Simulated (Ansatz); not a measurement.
# Al6Si (built on the sites of a database entry of SiB6): following an unstable mode, part 2 of 3

Aim: this structure of Al6Si (built on the sites of a database entry of SiB6) is to be tested for unstable modes, and one is followed downhill.

Ansatz 0.2.0; DFT PBEsol, scalar-relativistic, plane waves, PAW.

So far. Step 4 (The mode frozen in, largest atomic shift 0.6 Å): The run ends at a pressure of -3.88 GPa, with forces up to 0.51 eV/Å. Step 5 (Energy along the mode, all amplitudes (two of the runs …): The lowest of the steps tried is the last one, at 0.6 Å, 27.0 meV/atom below the parent; the bottom of the well need not coincide with a step.

The structure was built from a prototype and need not be the compound's stable phase.

### Step 6. Relaxing from the distorted cell

Starting from the lowest point found, all atoms and the cell are let go, so that strain and other modes of the same symmetry can join in.

Contents of input.yaml:

```yaml
crystal:
  lattice:
    - [6.1489135354, 0.0, 0.0]
    - [0.0, 6.1489135354, 0.0]
    - [0.0, 0.0, 6.1489135354]
  atoms:
    - { symbol: Si, position: [0.0, 0.0, 0.0] }
    - { symbol: Al, position: [0.1974385139, 0.4310017833, 0.5689982167] }
    - { symbol: Al, position: [0.5689982167, 0.1974385139, 0.5] }
    - { symbol: Al, position: [0.8025614861, 0.5689982167, 0.4310017833] }
    - { symbol: Al, position: [0.4310017833, 0.8025614861, 0.5] }
    - { symbol: Al, position: [0.4310017833, 0.5, 0.1974385139] }
    - { symbol: Al, position: [0.5689982167, 0.5, 0.8025614861] }
kpoints:
  mp_grid: { grid: [6, 6, 6] }
hamiltonian:
  xc: pbesol
scf:
  occupations: { method: methfessel_paxton, width: 0.15 }
output:
  forces: true
  stress: true
  eigenvalues: true
relax:
  adjacent_minimum: "off"
  f_tol: 0.002
  max_steps: 120
  cell: { stress_tol: 0.03 }
```

Started as:

```console
> ansatz run input.yaml --threads 8 --pin off --max-ram 14336MiB --backend cpu --events-out ev --progress --plain --runs-dir out
```

Numbers of over 12 decimals in the logs are rounded to 6 here.

The log of the run:

```text
[...]
Crystal: 7 atoms, lattice volume = 232.485 Å³
Basis set: ecut = 420 eV, 4553 PW (Γ), exchange–correlation on 90×90×90 points (8 copies of the dense FFT grid, shifted against one another)
Bands: 18, of which v1, the nominal top of the filled ones, is band 11 counted from 1 (10 counted from 0)
Symmetry: 4 space group operations
[...]
k-points: 68 of 216
[...]
SCF iter   1: F=—  HF=-3760.693565 eV  |F-HF|=—  |Δ(HF+E_count)|=         —  Δρ=9.25e-3  dr2=1.27e0  ethr=1.77e-3  ⟨swp⟩=7.5  Hψ=7909  notcnv=0
[...]
SCF iter   8: F=-3760.580216 eV  HF=-3760.580216 eV  |F-HF|=1.81e-8  |Δ(HF+E_count)|=   2.29e-8  S|Δr|=    0.00e0  Δρ=1.73e-6  dr2=3.33e-8  ethr=4.55e-10  ⟨swp⟩=7.7  Hψ=5844  notcnv=0
SCF 1 converged in 8 iterations: F = -3760.580216 eV  dr2 = 3.33e-8
[...]
relax step   1: F+E_penalty+E_count = -3760.58021604 eV  Δ(F+E_penalty+E_count) = +0.000e0 eV  max|allowed force component| = 5.025e-1 eV/Å  Δτ_max = 0.0000 Å  P = -3.882 GPa  Ω = 232.485 Å³  (8 SCF iters, dr2 threshold 1.00e-7 eV, accepted)
Crystal: 7 atoms, lattice volume = 208.723 Å³
Basis set: ecut = 420 eV, 4043 PW (Γ), exchange–correlation on 90×90×90 points (8 copies of the dense FFT grid, shifted against one another)
[...]
iter 1 solved again at ethr=9.75e-4 eV; its pass at ethr=3.10e-3 eV (dr2=2.15e-1 eV) is discarded
[...]
SCF iter   6: F=-3761.305459 eV  HF=-3761.305459 eV  |F-HF|=1.49e-7  |Δ(HF+E_count)|=   2.86e-6  S|Δr|=    0.00e0  Δρ=7.70e-6  dr2=2.65e-7  ethr=3.18e-9  ⟨swp⟩=7.8  Hψ=6658  notcnv=0
SCF 2 converged in 6 iterations: F = -3761.305459 eV  dr2 = 2.65e-7
[...]
relax step   2: F+E_penalty+E_count = -3761.30545886 eV  Δ(F+E_penalty+E_count) = -7.252e-1 eV  max|allowed force component| = 4.592e-1 eV/Å  Δτ_max = 0.1129 Å  P = -2.925 GPa  Ω = 208.723 Å³  energy of the carried Pulay correction = +3.394e-3 eV  (6 SCF iters, dr2 threshold 7.00e-7 eV, accepted)
Crystal: 7 atoms, lattice volume = 184.608 Å³
Basis set: ecut = 420 eV, 3655 PW (Γ), exchange–correlation on 90×90×90 points (8 copies of the dense FFT grid, shifted against one another)
[...]
SCF iter   7: F=-3762.315042 eV  HF=-3762.315042 eV  |F-HF|=9.64e-9  |Δ(HF+E_count)|=   3.66e-7  S|Δr|=    0.00e0  Δρ=2.84e-6  dr2=4.50e-8  ethr=3.18e-9  ⟨swp⟩=5.9  Hψ=5708  notcnv=0
SCF 3 converged in 7 iterations: F = -3762.315042 eV  dr2 = 4.50e-8
[...]
relax step   3: F+E_penalty+E_count = -3762.31504165 eV  Δ(F+E_penalty+E_count) = -1.010e0 eV  max|allowed force component| = 8.591e-1 eV/Å  Δτ_max = 0.1951 Å  P = -2.741 GPa  Ω = 184.608 Å³  energy of the carried Pulay correction = +7.235e-3 eV  (7 SCF iters, dr2 threshold 7.00e-7 eV, accepted)
[... from here on, the SCF cycles and remarks between the steps are left out ...]
relax step   4: F+E_penalty+E_count = -3763.59792883 eV  Δ(F+E_penalty+E_count) = -1.283e0 eV  max|allowed force component| = 1.075e0 eV/Å  Δτ_max = 0.1938 Å  P = -3.296 GPa  Ω = 165.544 Å³  energy of the carried Pulay correction = +1.060e-2 eV  (6 SCF iters, dr2 threshold 7.00e-7 eV, accepted)
relax step   5: F+E_penalty+E_count = -3765.09434145 eV  Δ(F+E_penalty+E_count) = -1.496e0 eV  max|allowed force component| = 1.207e0 eV/Å  Δτ_max = 0.1884 Å  P = -2.758 GPa  Ω = 147.311 Å³  energy of the carried Pulay correction = +1.414e-2 eV  (6 SCF iters, dr2 threshold 7.00e-7 eV, accepted)
relax step   6: F+E_penalty+E_count = -3766.32638400 eV  Δ(F+E_penalty+E_count) = -1.232e0 eV  max|allowed force component| = 7.793e-1 eV/Å  Δτ_max = 0.1948 Å  P = -1.703 GPa  Ω = 133.964 Å³  energy of the carried Pulay correction = +1.695e-2 eV  (6 SCF iters, dr2 threshold 7.00e-7 eV, accepted)
relax step   7: F+E_penalty+E_count = -3766.98811249 eV  Δ(F+E_penalty+E_count) = -6.617e-1 eV  max|allowed force component| = 7.343e-1 eV/Å  Δτ_max = 0.1990 Å  P = +0.119 GPa  Ω = 125.323 Å³  energy of the carried Pulay correction = +1.887e-2 eV  (6 SCF iters, dr2 threshold 7.00e-7 eV, accepted)
relax step   8: F+E_penalty+E_count = -3767.31631419 eV  Δ(F+E_penalty+E_count) = -3.282e-1 eV  max|allowed force component| = 3.563e-1 eV/Å  Δτ_max = 0.2000 Å  P = +0.230 GPa  Ω = 122.578 Å³  energy of the carried Pulay correction = +1.950e-2 eV  (5 SCF iters, dr2 threshold 7.00e-7 eV, accepted)
relax step   9: F+E_penalty+E_count = -3767.38517202 eV  Δ(F+E_penalty+E_count) = -6.886e-2 eV  max|allowed force component| = 6.032e-1 eV/Å  Δτ_max = 0.1946 Å  P = +1.040 GPa  Ω = 120.326 Å³  energy of the carried Pulay correction = +2.003e-2 eV  (5 SCF iters, dr2 threshold 7.00e-7 eV, accepted)
relax step  10: F+E_penalty+E_count = -3767.53951534 eV  Δ(F+E_penalty+E_count) = -1.543e-1 eV  max|allowed force component| = 2.095e-1 eV/Å  Δτ_max = 0.1112 Å  P = +0.844 GPa  Ω = 119.948 Å³  energy of the carried Pulay correction = +2.012e-2 eV  (5 SCF iters, dr2 threshold 7.00e-7 eV, accepted)
relax step  11: F+E_penalty+E_count = -3767.57182310 eV  Δ(F+E_penalty+E_count) = -3.231e-2 eV  max|allowed force component| = 4.368e-2 eV/Å  Δτ_max = 0.0589 Å  P = +0.367 GPa  Ω = 121.081 Å³  energy of the carried Pulay correction = +1.985e-2 eV  (5 SCF iters, dr2 threshold 7.00e-7 eV, accepted)
relax step  12: F+E_penalty+E_count = -3767.56049915 eV  Δ(F+E_penalty+E_count) = +1.132e-2 eV  max|allowed force component| = 1.295e-1 eV/Å  Δτ_max = 0.0665 Å  P = -1.143 GPa  Ω = 123.798 Å³  energy of the carried Pulay correction = +1.922e-2 eV  (5 SCF iters, dr2 threshold 7.00e-7 eV, rejected (line search))
relax step  13: F+E_penalty+E_count = -3767.57899778 eV  Δ(F+E_penalty+E_count) = -7.175e-3 eV  max|allowed force component| = 1.903e-2 eV/Å  Δτ_max = 0.0306 Å  P = -0.024 GPa  Ω = 121.862 Å³  energy of the carried Pulay correction = +1.967e-2 eV  (7 SCF iters, accepted)
relax step  14: F+E_penalty+E_count = -3767.57936890 eV  Δ(F+E_penalty+E_count) = -3.711e-4 eV  max|allowed force component| = 3.821e-3 eV/Å  Δτ_max = 0.0106 Å  P = +0.014 GPa  Ω = 121.799 Å³  energy of the carried Pulay correction = +1.968e-2 eV  (5 SCF iters, dr2 threshold 2.68e-8 eV, accepted)
relax step  15: F+E_penalty+E_count = -3767.57937552 eV  Δ(F+E_penalty+E_count) = -6.623e-6 eV  max|allowed force component| = 9.153e-4 eV/Å  Δτ_max = 0.0007 Å  P = -0.000 GPa  Ω = 121.818 Å³  energy of the carried Pulay correction = +1.968e-2 eV  (3 SCF iters, dr2 threshold 3.61e-9 eV, accepted)
relax step  16: F+E_penalty+E_count = -3767.57659323 eV  Δ(F+E_penalty+E_count) = +2.782e-3 eV  max|allowed force component| = 8.977e-4 eV/Å  Δτ_max = 0.0000 Å  P = -0.033 GPa  Ω = 121.818 Å³  stress off target by 4.22e-2 GPa  SCF on the basis re-selected at this cell (its energy is not comparable with the rows above)  (5 SCF iters)
relax step  17: F+E_penalty+E_count = -3767.57662282 eV  Δ(F+E_penalty+E_count) = -2.959e-5 eV  max|allowed force component| = 1.141e-3 eV/Å  Δτ_max = 0.0006 Å  P = +0.017 GPa  Ω = 121.732 Å³  energy of the carried Pulay correction = +2.601e-5 eV  (4 SCF iters, dr2 threshold 4.45e-9 eV, accepted)
[...]
SCF iter   1: F=—  HF=-3767.576565 eV  |F-HF|=—  |Δ(HF+E_count)|=         —  Δρ=2.10e-6  dr2=6.00e-9  ethr=1.08e-7  ⟨swp⟩=3.0  Hψ=11014  notcnv=0
eigensolver tolerance schedule: the retry pair's looser diagonalisation over-reported the residual by 3955.53 of it (diagonalisation noise at 0.16 of the residual, at the tolerance the schedule requests for it); recorded, not acted on — ethr = c·dr2/N_el stays at c = 1.0e-1
SCF iter   2: F=—  HF=-3767.576598 eV  |F-HF|=—  |Δ(HF+E_count)|=   3.30e-5  S|Δr|=    0.00e0  Δρ=9.74e-7  dr2=1.08e-9  ethr=2.73e-11  ⟨swp⟩=3.3  Hψ=2752  notcnv=0
[...]
SCF iter   5: F=-3767.576598 eV  HF=-3767.576598 eV  |F-HF|=8.64e-12  |Δ(HF+E_count)|=  1.36e-12  S|Δr|=    0.00e0  Δρ=1.33e-7  dr2=2.34e-11  ethr=1.00e-12  ⟨swp⟩=5.9  Hψ=5336  notcnv=0
SCF 18 converged in 5 iterations: F = -3767.576598 eV  dr2 = 2.34e-11
relax step  18: F+E_penalty+E_count = -3767.57659782 eV  Δ(F+E_penalty+E_count) = +2.500e-5 eV  max|allowed force component| = 1.142e-3 eV/Å  Δτ_max = 0.0000 Å  P = +0.017 GPa  Ω = 121.732 Å³  stress off target by 2.84e-2 GPa  SCF on the basis re-selected at this cell (its energy is not comparable with the rows above)  (5 SCF iters)
[...]
SCF converged after 5 iterations
[...]
Free energy (F): -3767.576598 eV
[...]
Internal energy: -3767.578223 eV  (E = F + TS)
E sigma→0 (E₀):  -3767.577004 eV
Entropy (-TS):   0.001625 eV (0.232 meV/atom)
Fermi energy:    7.363315 eV
[...]
--- Forces (eV/Å), atoms counted from 1 ---
  atom   1  Si     0.00000000     0.00000000     0.00000000
  atom   2  Al     0.00085663     0.00114188    -0.00114188
  atom   3  Al     0.00045464    -0.00027714     0.00081638
  atom   4  Al    -0.00085663    -0.00114188     0.00114188
  atom   5  Al    -0.00045464     0.00027714    -0.00081638
  atom   6  Al    -0.00045464     0.00081638    -0.00027714
  atom   7  Al     0.00045464    -0.00081638     0.00027714
  max |Σ_I F_I| component: 1.08e-19 eV/Å
--- Stress (GPa, compression-positive) ---
        0.005759      -0.008241       0.008241
       -0.008241       0.022535       0.000106
        0.008241       0.000106       0.022535
  P = ⅓ Tr σ = 0.0169 GPa (0.169 kbar)
--- Band table (eV; the first three rows and the last of 68) ---
  k-point 0: bands = [... 7 lower, 4.5824, 5.0134, 5.7596, 6.2850, 7.0951, 7.5031, 9.1029, 10.1771, ... 3 higher]
  k-point 1: bands = [... 7 lower, 4.3252, 5.0452, 6.0367, 6.5236, 7.3042, 7.8174, 8.4596, 9.1685, ... 3 higher]
  k-point 2: bands = [... 7 lower, 4.6563, 5.9787, 6.2943, 6.4964, 7.1000, 8.1407, 8.5220, 8.8249, ... 3 higher]
  k-point 67: bands = [... 7 lower, 3.3675, 8.0599, 8.4800, 8.6304, 9.6265, 10.4736, 10.5589, 10.7252, ... 3 higher]
--- Relaxed structure (16 steps of the walk, 15 accepted, 2 SCFs on fresh bases) ---
  F+E_penalty+E_count = -3767.57659782 eV   max|allowed force component| = 1.142e-3 eV/Å   (the final SCF, on the basis selected at the relaxed cell)
  cell:  # Å, volume = 121.7318 Å³
    - [4.732493, 0.391038, -0.391038]
    - [0.391038, 5.141205, 0.582699]
    - [-0.391038, 0.582699, 5.141205]
  atoms:
    - { symbol: Si, position: [1.0592045730760764e-18, 0, -4.811131354519159e-19] }
    - { symbol: Al, position: [0.233533, 0.326990, 0.673010] }
    - { symbol: Al, position: [0.728106, 0.136180, 0.492631] }
    - { symbol: Al, position: [0.766467, 0.673010, 0.326990] }
    - { symbol: Al, position: [0.271894, 0.863820, 0.507369] }
    - { symbol: Al, position: [0.271894, 0.492631, 0.136180] }
    - { symbol: Al, position: [0.728106, 0.507369, 0.863820] }
```

The job ended after 32 s (8 threads of Arm Neoverse V2, shared host; peak memory 0.8 GiB; 4 min of CPU time).

Relaxation path:

| step | energy less that of the first step (eV) | largest force component (eV/Å) | pressure (GPa) | volume (Å³) |
| --- | --- | --- | --- | --- |
| 1 | 0.0000 | 0.5025 | -3.88 | 232.49 |
| 2 | -0.7252 | 0.4592 | -2.93 | 208.72 |
| 3 | -1.7348 | 0.8591 | -2.74 | 184.61 |
| 4 | -3.0177 | 1.0754 | -3.30 | 165.54 |
| 5 | -4.5141 | 1.2068 | -2.76 | 147.31 |
| 6 | -5.7462 | 0.7793 | -1.70 | 133.96 |
| 7 | -6.4079 | 0.7343 | 0.12 | 125.32 |
| 8 | -6.7361 | 0.3563 | 0.23 | 122.58 |
| 9 | -6.8050 | 0.6032 | 1.04 | 120.33 |
| 10 | -6.9593 | 0.2095 | 0.84 | 119.95 |
| 11 | -6.9916 | 0.0437 | 0.37 | 121.08 |
| 12 | -6.9803 | 0.1295 | -1.14 | 123.80 |
| 13 | -6.9988 | 0.0190 | -0.02 | 121.86 |
| 14 | -6.9992 | 0.0038 | 0.01 | 121.80 |
| 15 | -6.9992 | 0.0009 | 0.00 | 121.82 |
| 16* | -6.9964 | 0.0009 | -0.03 | 121.82 |
| 17 | -6.9964 | 0.0011 | 0.02 | 121.73 |
| 18* | -6.9964 | 0.0011 | 0.02 | 121.73 |

Relaxation steps marked * repeat the geometry before them on a plane-wave basis chosen anew for their cell, so energy and pressure can jump there. Relaxation step 12 was tried and not accepted.

The run keeps the 4 symmetry operations that it works with, so distortions that break them were not tested.

```csv
cell as run,before,after,change
a (Å),6.149,4.765,-22.5 %
b (Å),6.149,5.189,-15.6 %
c (Å),6.149,5.189,-15.6 %
α (°),90.00,77.48,-13.9 %
β (°),90.00,98.45,+9.4 %
γ (°),90.00,81.55,-9.4 %
volume (Å³/atom),33.21,17.39,-47.6 %
```

The atoms that moved most (Å, as changes of fractional coordinates times the final cell):

| atom | dx | dy | dz | length |
| --- | --- | --- | --- | --- |
| Al7 | 0.732 | 0.136 | 0.257 | 0.788 |
| Al3 | 0.732 | -0.257 | -0.136 | 0.788 |
| Al6 | -0.732 | -0.136 | -0.257 | 0.788 |
| Al5 | -0.732 | 0.257 | 0.136 | 0.788 |
| Al4 | -0.089 | 0.460 | -0.460 | 0.657 |
| Al2 | 0.089 | -0.460 | 0.460 | 0.657 |

Numbers from this step:

```yaml
pressure: 0.01694 GPa
volume_per_atom: 17.39 Å³
```

The distorted start has space group C2/m; the relaxation ends in C2/m.

### Step 7. The new phase in its own primitive cell

The relaxed structure is symmetrised, reduced to its primitive cell and relaxed tightly, as its phonons need.

Contents of input.yaml:

```yaml
crystal:
  lattice:
    - [3.2469830401, -4.0474111047, 0.0]
    - [3.2469830401, 4.0474111047, 0.0]
    - [-1.1189268616, 0.0, 4.6314488102]
  atoms:
    - { symbol: Si, position: [0.0, 0.0, 0.0] }
    - { symbol: Al, position: [0.3269899931, 0.3269899931, 0.7664673279] }
    - { symbol: Al, position: [0.1361803828, 0.5073693303, 0.2718943881] }
    - { symbol: Al, position: [0.6730100069, 0.6730100069, 0.2335326721] }
    - { symbol: Al, position: [0.8638196172, 0.4926306697, 0.7281056119] }
    - { symbol: Al, position: [0.4926306697, 0.8638196172, 0.7281056119] }
    - { symbol: Al, position: [0.5073693303, 0.1361803828, 0.2718943881] }
kpoints:
  mp_grid: { grid: [6, 6, 6] }
hamiltonian:
  xc: pbesol
scf:
  occupations: { method: methfessel_paxton, width: 0.15 }
output:
  forces: true
  stress: true
  eigenvalues: true
relax:
  adjacent_minimum: "off"
  f_tol: 0.001
  max_steps: 60
  cell: { stress_tol: 0.01 }
```

The log of the run:

```text
[...]
Crystal: 7 atoms, lattice volume = 121.732 Å³
Basis set: ecut = 420 eV, 2363 PW (Γ), exchange–correlation on 72×72×64 points (8 copies of the dense FFT grid, shifted against one another)
Bands: 18, of which v1, the nominal top of the filled ones, is band 11 counted from 1 (10 counted from 0)
Symmetry: 4 space group operations
[...]
k-points: 68 of 216
[...]
- [3.247288, 4.048057, 0.000444237]
    - [-1.118398, 0, 4.631311]
  atoms:
    - { symbol: Si, position: [0, 0, 0.0] }
    - { symbol: Al, position: [0.327043, 0.327043, 0.766455] }
    - { symbol: Al, position: [0.136150, 0.507321, 0.271869] }
    - { symbol: Al, position: [0.672957, 0.672957, 0.233545] }
    - { symbol: Al, position: [0.863850, 0.492679, 0.728131] }
    - { symbol: Al, position: [0.492679, 0.863850, 0.728131] }
    - { symbol: Al, position: [0.507321, 0.136150, 0.271869] }
[key lines of the parts left out:]
SCF converged after 7 iterations
Free energy (F): -3767.576601 eV
Fermi energy:    7.360561 eV
P = ⅓ Tr σ = -0.0019 GPa (-0.019 kbar)
```

The job ended after 3.3 s (8 threads; peak memory 0.56 GiB).

Little changed from the start: no atom moved by 0.005 Å and no cell edge by 0.1 %.

Numbers from this step:

| Quantity | Value |
| --- | --- |
| pressure | -0.001883 GPa |

The largest force component left is 0.72 meV/Å and the pressure is -0.002 GPa, within the tolerances set. The cell now holds 17.39 Å³/atom.

(Continued in part 3 of 3.)

[Logs are printed without paths, hosts, clocks, repeated set-up lines and the standing remarks that a program may print on its own settings, such as how far it seeks lower states.]

[Hosts, paths, dates, database ids (printed as entryN), source tags and the programs' standing remarks are cut or masked in the printed files.]
